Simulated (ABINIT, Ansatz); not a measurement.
# A GW chain in ABINIT: Li2SnF6 (P-31m)

Aim: the G0W0 gap of Li2SnF6 (P-31m) on PBEsol, step by step.

Program: ABINIT 10.8.3. Level of theory: PBEsol and many-body steps on it, plane waves. Results are calculated unless marked as measured.

Report form: the programs' logs are mostly left out.

## 1. The structure

The structure is trigonal, space group P-31m (No. 162). The conventional cell has a = 4.910 Å, b = 4.910 Å, c = 4.538 Å, α = 90.00°, β = 90.00°, γ = 120.00°. Nearest to Li lie 6 F at 1.99 Å. Nearest to Sn lie 6 F at 1.99 Å. Nearest to F lie 2 Li at 1.99 Å and 1 Sn at 1.99 Å. Farther neighbours and most contacts between anions are not listed.

The cell and positions are those that the Materials Project relaxed with its own functionals (PBE, PBE+U or r2SCAN), kept fixed.

## 2. Ground state

This step: ABINIT 10.8.3; DFT, PBEsol, plane waves, norm-conserving pseudopotentials.

The ground-state density comes first.

run.abi reads:

```
acell 3*1.0 Angstrom
rprim 
  4.909513934494 -0.000000000024 0.000000000000
  -2.454756967227 4.251763787517 0.000000000000
  0.000000000000 0.000000000000 4.538039080000
ntypat 3
znucl 3 50 9
natom 9
typat 1 1 2 3 3 3 3 3 3
xred 
  0.666666666667 0.333333333333 0.500000000000
  0.333333333333 0.666666666667 0.500000000000
  0.000000000000 0.000000000000 0.000000000000
  0.329091060000 0.329091060000 0.255027190000
  0.670908940000 0.670908940000 0.744972810000
  0.670908940000 0.000000000000 0.255027190000
  0.329091060000 0.000000000000 0.744972810000
  0.000000000000 0.670908940000 0.255027190000
  0.000000000000 0.329091060000 0.744972810000
pp_dirpath "pseudos"
pseudos "Li.upf, Sn.upf, F.upf"
ecut 36
ngkpt 6 6 4
nshiftk 1
shiftk 0 0 0
kptopt 1
chksymbreak 0
nband 39
occopt 1
tolvrs 1e-10
nstep 60
prtwf 0
optforces 0
optstress 0
indata_prefix "in"
outdata_prefix "out"
tmpdata_prefix "tmp"
```

Started as:

```
$ OMP_NUM_THREADS=1 mpirun -n 4 abinit run.abi > log
```

The job ended after 2.2 min (4 MPI ranks of Arm Neoverse N1, shared host; peak memory 0.45 GiB; 8.9 min of CPU time).

Numbers from this step:

- total energy: -6549.2845 eV
- gap: 5.205 eV
- k of the valence top: 0.5, 0, 0
- k of the conduction bottom: 0, 0, 0
- least direct gap: 5.249 eV

The gap is indirect, with the least direct gap 0.04 eV higher.

## 3. Bands along the symmetry lines

Levels along a band path, at the cheap level, show where the edges lie and whether the meshes to come will hold them.

run.abi: that of step 2 with these lines changed.

```diff
@@ -22,14 +22,57 @@
 ecut 36
-ngkpt 6 6 4
-nshiftk 1
-shiftk 0 0 0
-kptopt 1
-chksymbreak 0
-nband 39
-occopt 1
-tolvrs 1e-10
-nstep 60
+iscf -2
+irdden 1
+kptopt 0
+nkpt 43
+kpt 
+  0.00000000 0.00000000 0.00000000
+  0.12500000 0.00000000 0.00000000
+  0.25000000 0.00000000 0.00000000
+  0.37500000 0.00000000 0.00000000
+  0.50000000 0.00000000 0.00000000
+  0.45833333 0.08333333 0.00000000
+  0.41666666 0.16666666 0.00000000
+  0.37500000 0.25000000 0.00000000
+  0.33333333 0.33333333 0.00000000
+  0.25000000 0.25000000 0.00000000
+  0.16666666 0.16666666 0.00000000
+  0.08333333 0.08333333 0.00000000
+  0.00000000 0.00000000 0.00000000
+  0.00000000 0.00000000 0.12500000
+  0.00000000 0.00000000 0.25000000
+  0.00000000 0.00000000 0.37500000
+  0.00000000 0.00000000 0.50000000
+  0.12500000 0.00000000 0.50000000
+  0.25000000 0.00000000 0.50000000
+  0.37500000 0.00000000 0.50000000
+  0.50000000 0.00000000 0.50000000
+  0.45833333 0.08333333 0.50000000
+  0.41666666 0.16666666 0.50000000
+  0.37500000 0.25000000 0.50000000
+  0.33333333 0.33333333 0.50000000
+  0.25000000 0.25000000 0.50000000
+  0.16666666 0.16666666 0.50000000
+  0.08333333 0.08333333 0.50000000
+  0.00000000 0.00000000 0.50000000
+  0.50000000 0.00000000 0.50000000
+  0.50000000 0.00000000 0.37500000
+  0.50000000 0.00000000 0.25000000
+  0.50000000 0.00000000 0.12500000
+  0.50000000 0.00000000 0.00000000
+  0.33333333 0.33333333 0.50000000
+  0.33333333 0.33333333 0.37500000
+  0.33333333 0.33333333 0.25000000
+  0.33333333 0.33333333 0.12500000
+  0.33333333 0.33333333 0.00000000
+  0.33333333 0.33333333 -0.12500000
+  0.33333333 0.33333333 -0.25000000
+  0.33333333 0.33333333 -0.37500000
+  0.33333333 0.33333333 -0.50000000
+istwfk *1
+nband 38
+nbdbuf 2
+tolwfr 1e-08
+nstep 40
 prtwf 0
-optforces 0
-optstress 0
+prtvol 0
 indata_prefix "in"
```

The job ended after 99 s (4 MPI ranks; peak memory 0.46 GiB; 6.6 min of CPU time).

Numbers from this step:

- gap: 5.205 eV
- k of the valence top: 0.5, 0, 0
- k of the conduction bottom: 0, 0, 0
- least direct gap: 5.249 eV

The gap is 5.205 eV, as in the run before at this level.

Electronic bands along the path, in eV, zero at the top of the highest filled band:

| point | band 28 | band 29 | band 30 | band 31 | band 32 | band 33 | band 34 | band 35 |
| --- | --- | --- | --- | --- | --- | --- | --- | --- |
| Γ | -0.28 | -0.18 | -0.18 | -0.04 | 5.21 | 10.81 | 12.10 | 12.10 |
| halfway | -0.54 | -0.28 | -0.15 | -0.04 | 5.74 | 10.79 | 11.35 | 11.64 |
| M | -0.35 | -0.29 | -0.19 | 0.00 | 6.31 | 10.00 | 10.93 | 12.40 |
| halfway | -0.36 | -0.24 | -0.11 | -0.01 | 6.35 | 10.07 | 10.71 | 12.29 |
| K | -0.36 | -0.18 | -0.03 | -0.03 | 6.40 | 10.30 | 10.30 | 12.27 |
| halfway | -0.49 | -0.39 | -0.09 | -0.04 | 5.87 | 10.63 | 11.31 | 11.63 |
| Γ | -0.28 | -0.18 | -0.18 | -0.04 | 5.21 | 10.81 | 12.10 | 12.10 |
| halfway | -0.22 | -0.22 | -0.14 | -0.14 | 5.68 | 10.26 | 11.96 | 11.96 |
| A | -0.10 | -0.10 | -0.08 | -0.08 | 6.16 | 9.80 | 11.81 | 11.81 |
| halfway | -0.28 | -0.20 | -0.16 | -0.15 | 6.33 | 10.29 | 11.07 | 11.73 |
| L | -0.38 | -0.34 | -0.29 | -0.28 | 6.43 | 10.82 | 10.86 | 11.62 |
| halfway | -0.40 | -0.33 | -0.32 | -0.28 | 6.42 | 10.90 | 10.90 | 11.43 |
| H | -0.38 | -0.38 | -0.33 | -0.33 | 6.41 | 10.96 | 11.12 | 11.12 |
| halfway | -0.34 | -0.20 | -0.20 | -0.16 | 6.35 | 10.42 | 11.01 | 11.67 |
| A | -0.10 | -0.10 | -0.08 | -0.08 | 6.16 | 9.80 | 11.81 | 11.81 |
| jump to L | -0.38 | -0.34 | -0.29 | -0.28 | 6.43 | 10.82 | 10.86 | 11.62 |
| halfway | -0.40 | -0.39 | -0.12 | -0.06 | 6.36 | 10.36 | 11.06 | 11.59 |
| M | -0.35 | -0.29 | -0.19 | 0.00 | 6.31 | 10.00 | 10.93 | 12.40 |
| jump to H | -0.38 | -0.38 | -0.33 | -0.33 | 6.41 | 10.96 | 11.12 | 11.12 |
| halfway | -0.61 | -0.27 | -0.07 | -0.07 | 6.09 | 10.63 | 10.63 | 11.69 |
| K | -0.36 | -0.18 | -0.03 | -0.03 | 6.40 | 10.30 | 10.30 | 12.27 |
| halfway | -0.30 | -0.20 | -0.11 | -0.11 | 6.73 | 10.65 | 10.65 | 11.17 |
| H2 | -0.38 | -0.38 | -0.33 | -0.33 | 6.41 | 10.96 | 11.12 | 11.12 |

## 4. Empty states on the mesh, 3×3×2 mesh, 202 bands

The sums over transitions need many empty states on a uniform mesh; this step solves for them.

run.abi reads:

```
acell 3*1.0 Angstrom
rprim 
  4.909513934494 -0.000000000024 0.000000000000
  -2.454756967227 4.251763787517 0.000000000000
  0.000000000000 0.000000000000 4.538039080000
ntypat 3
znucl 3 50 9
natom 9
typat 1 1 2 3 3 3 3 3 3
xred 
  0.666666666667 0.333333333333 0.500000000000
  0.333333333333 0.666666666667 0.500000000000
  0.000000000000 0.000000000000 0.000000000000
  0.329091060000 0.329091060000 0.255027190000
  0.670908940000 0.670908940000 0.744972810000
  0.670908940000 0.000000000000 0.255027190000
  0.329091060000 0.000000000000 0.744972810000
  0.000000000000 0.670908940000 0.255027190000
  0.000000000000 0.329091060000 0.744972810000
pp_dirpath "pseudos"
pseudos "Li.upf, Sn.upf, F.upf"
ecut 36
ngkpt 3 3 2
nshiftk 1
shiftk 0 0 0
kptopt 1
chksymbreak 0
iscf -2
irdden 1
istwfk *1
nband 202
nbdbuf 18
tolwfr 1e-09
nstep 60
prtvol 0
indata_prefix "in"
outdata_prefix "out"
tmpdata_prefix "tmp"
```

Run time: 2.8 min. Hardware: 4 MPI ranks; peak memory 0.46 GiB; 11 min of CPU time.

This step gave:

```yaml
gap: 5.229 eV
k_of_the_valence_top: 0.3333, 0, 0
k_of_the_conduction_bottom: 0, 0, 0
least_direct_gap: 5.249 eV
k_points_computed: 6
lowest_point_of_the_top_converged_band_above_the_valence_top: 76.7443 eV
```

On this mesh the gap is 5.229 eV.

## 5. Screening, 3×3×2 mesh, 184 bands, screening to 176.9 eV

The RPA dielectric matrix is built and inverted for each q.

This step: RPA screening on PBEsol, plane waves, norm-conserving pseudopotentials.

run.abi: that of step 4 with these lines changed.

```diff
@@ -27,10 +27,11 @@
 chksymbreak 0
-iscf -2
-irdden 1
 istwfk *1
-nband 202
-nbdbuf 18
-tolwfr 1e-09
-nstep 60
-prtvol 0
+occopt 1
+irdwfk 1
+optdriver 3
+nband 184
+ecuteps 6.5
+inclvkb 2
+awtr 1
+symchi 1
 indata_prefix "in"
```

It took 3.9 min on 4 MPI ranks; peak memory 1.6 GiB.

This step gave:

```
ε∞ with local fields, on this mesh, along the program's q direction : 2.236
the same without local fields                                       : 2.435
plasma frequency                                                    : 30.04 eV
plane waves in the screening matrix                                 : 525
```

Local fields lower ε∞ by 8 %. On a Γ-centred mesh this coarse the value itself is usually too large, while a short band sum pulls it down.

## 6. Self-energy, 3×3×2 mesh, 184 bands, screening to 176.9 eV

The self-energy is evaluated for the states that the input lists, and the levels follow from it, in one-shot runs by the linearised quasiparticle equation.

This step: G0W0 on PBEsol, plane waves, norm-conserving pseudopotentials.

run.abi: that of step 5 with these lines changed.

```diff
@@ -30,8 +30,17 @@
 irdwfk 1
-optdriver 3
+optdriver 4
 nband 184
+gwcalctyp 0
+ecutsigx 36
+symsigma 1
+nkptgw 2
+kptgw 
+  0.3333333333 0.0000000000 0.0000000000
+  0.0000000000 0.0000000000 0.0000000000
+bdgw 
+  30 33
+  29 33
 ecuteps 6.5
-inclvkb 2
-awtr 1
-symchi 1
+irdscr 1
+ppmodel 1
 indata_prefix "in"
```

It took 87 s on 4 MPI ranks; peak memory 1.5 GiB; 5.8 min of CPU time.

Numbers from this step:

| Item | Value |
| --- | --- |
| G0W0 gap on the points computed | 9.074 eV |
| starting gap on the mesh | 5.229 eV |
| k of the valence top | 0, 0, 0 |
| k of the conduction bottom | 0, 0, 0 |
| Z at the valence top | 0.815 |
| Z at the conduction bottom | 0.866 |
| least direct G0W0 gap on the computed points | 9.074 eV |

The gap on the mesh goes from 5.23 eV to 9.07 eV, a correction of +3.84 eV. The start differs from the 5.20 eV found before because the two sample other k points.

Limits: finite bands, cutoff and mesh; exchange with frozen shells missing; no spin-orbit coupling; coarse k mesh. v1 is the top filled band, c1 the lowest empty one. The levels before and after the correction (eV, zero at the valence-band top of each column):

|  | conduction bottom | valence top |
| --- | --- | --- |
| Kohn-Sham | 5.23 | 0.00 |
| G0W0 | 9.07 | 0.00 |

|  | level | energy (eV) |
| --- | --- | --- |
| Kohn-Sham | Γ v3-v2 | -0.155 |
| Kohn-Sham | Γ v1 | -0.020 |
| Kohn-Sham | Γ c1 | 5.229 |
| Kohn-Sham | Γ c2 | 10.830 |
| G0W0 | Γ v3-v2 | -0.128 |
| G0W0 | Γ v1 | 0.000 |
| G0W0 | Γ c1 | 9.074 |
| G0W0 | Γ c2 | 14.558 |

## 7. Where the time went

Times are wall times on 4 MPI ranks of Arm Neoverse N1, shared host, good to a factor of about two.

| step | time | share | memory (GiB) |
| --- | --- | --- | --- |
| ground state | 2.2 min | 19 % | 0.45 |
| bands along the symmetry lines | 99 s | 14 % | 0.46 |
| empty states on the mesh | 2.8 min | 23 % | 0.46 |
| screening | 3.9 min | 33 % | 1.6 |
| self-energy | 87 s | 12 % | 1.5 |

## 8. Outcome

| Quantity | Value |
| --- | --- |
| PBEsol gap | 5.20 eV, indirect (only 44 meV under the direct gap) |
| G0W0 gap on the mesh | 9.07 eV |
| G0W0 gap over the zone (rigid shift) | 9.05 eV |
| GW settings | 3×3×2 mesh, 184 bands, screening to 176.9 eV, Godby-Needs plasmon pole |
| known limits | not at the basis limit; exchange with frozen shells missing; no spin-orbit coupling; coarse k mesh |

G0W0 moves the gap on the mesh from 5.23 eV to 9.07 eV (+3.84 eV), with Z of 0.81 and 0.87 at the edges. The mesh misses the band edges by 0.02 eV in all; a rigid shift gives 9.05 eV for the zone. Local fields lower the RPA ε∞ on this mesh from 2.43 to 2.24; a Γ-centred mesh this coarse tends to raise both, most where the direct gap is narrow, while a short band sum lowers them. Only 2 of the mesh's irreducible points were corrected, so a valley elsewhere could overtake. Bands and cutoff are finite, so the gap is not at the basis limit. The miss can reach some tenths of an eV and take either sign; the mesh is an error of its own. In the G0W0 run levels were corrected at 2 k points alone, so a gap called «on the mesh» is the least over those, and an edge elsewhere would be missed. The 3×3×2 mesh is coarse for this cell, which bears on the long-range parts of exchange and screening. The norm-conserving file of at least one element keeps a d shell over frozen s and p shells of the same row. Exchange with those shells is missing from the self-energy, an error of 0.3 to 0.9 eV in cases checked, whose sign depends on which edge lies on those atoms. The many-body steps are scalar-relativistic: spin-orbit coupling is not in them.

[Paths, hosts, dates, memory and timing lines, banners, echoed tables and standing remarks are left out of the program output.]

[Logs are printed without paths, hosts, clocks, repeated set-up lines and the standing remarks that a program may print on its own settings, such as how far it seeks lower states.]

[Runs of the session that timed out or met a known fault of the program may be left out.]

[Hosts, paths, dates, database ids (printed as entryN), source tags and the programs' standing remarks are cut or masked in the printed files.]

[G0W0 gaps are taken among the corrected bands and points alone; a level outside them can change the order at an edge.]

[Where Ansatz stands beside ABINIT at settings called matched, ABINIT's density can come from a denser mesh and the files from another edition; pairs whose starting gaps differed by over 0.03 eV were left out, so agreement reads better than it is.]
